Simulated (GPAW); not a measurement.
The Pd L₃ edge of atom 1 in TiPd (Pm-3m), with 8 Ti at 2.75 Å and 6 Pd at 3.18 Å (cube and octahedron, as in bcc, site symmetry m-3m), was computed in 2 ways: excited-electron core hole (neutral cell) and no core hole. Program and functional: GPAW, LDA, Gaussian full width 2.25 eV up to 4 eV, rising linearly to 3.5 eV at 25 eV; cells of 2 and 18 atoms (the run without a hole in the smaller).

Each run is counted from its own lowest empty level or Fermi level and scaled to a mean of 1 over its first 20 eV.

```
E (eV)  run 1  run 2
 -2.00   0.08   0.04
 -1.25   0.39   0.22
 -0.50   1.13   0.65
  0.25   2.00   1.22
  1.00   2.35   1.57
  1.75   2.07   1.49
  2.50   1.48   1.10
  3.25   0.96   0.75
  4.00   0.68   0.58
  4.75   0.55   0.50
  5.50   0.47   0.47
  6.25   0.48   0.54
  7.00   0.63   0.75
  7.75   0.84   0.99
  8.50   0.98   1.12
  9.25   0.99   1.12
 10.00   0.96   1.08
 10.75   0.93   1.05
 11.50   0.91   1.03
 12.25   0.89   1.02
 13.00   0.88   1.04
 13.75   0.92   1.10
 14.50   0.99   1.21
 15.25   1.05   1.28
 16.00   1.05   1.23
 16.75   0.98   1.10
 17.50   0.87   0.97
 18.25   0.77   0.88
 19.00   0.73   0.88
 19.75   0.76   0.94
 20.50   0.85   1.04
 21.25   0.92   1.11
 22.00   0.94   1.13
 22.75   0.92   1.10
 23.50   0.88   1.05
 24.25   0.85   1.00
 25.00   0.83   0.97
 25.75   0.84   0.98
 26.50   0.86   1.01
 27.25   0.89   1.05
 28.00   0.92   1.10
 28.75   0.94   1.13
 29.50   0.93   1.10
 30.25   0.88   1.02
 31.00   0.79   0.91
 31.75   0.71   0.82
```

Question: Which run is which?

Run 1: no core hole (area from −2 to 6 eV 9.2, main maxima 1.0 eV (2.35), 9.0 eV (1.00), 15.6 eV (1.06) and 22.0 eV (0.94)). Run 2: excited-electron core hole (neutral cell) (area from −2 to 6 eV 6.5, main maxima 1.2 eV (1.59), 8.8 eV (1.13), 15.4 eV (1.28) and 21.8 eV (1.13)). With each curve scaled to its own mean, the area from −2 to 6 eV with the hole is 6.5 against 9.2, and the centre of weight from −1 to 20 eV moves by +1.4 eV (first and strongest maxima below 20 eV: 1.0 eV (2.35), 9.0 eV (1.00) and 15.6 eV (1.06) without the hole, 1.2 eV (1.59), 8.8 eV (1.13) and 15.4 eV (1.28) with it): the near-edge weight falls against the higher-lying part.

[Banner, clock and machine lines of the logs are left out without a mark of their own.]

[Logs are printed without paths, hosts, clocks, repeated set-up lines and the standing remarks that a program may print on its own settings, such as how far it seeks lower states.]

[Hosts, paths, dates, database ids (printed as entryN), source tags and the programs' standing remarks are cut or masked in the printed files.]

[Lists of maxima count a maximum above −3 eV only where it reaches 4 % of the highest in the window and stands out from its surroundings by 2 % of it (1.5 % where it reaches 55 %); shoulders and weaker maxima are passed over, and of the rest the first, up to two pre-edge ones and the few strongest are named.]
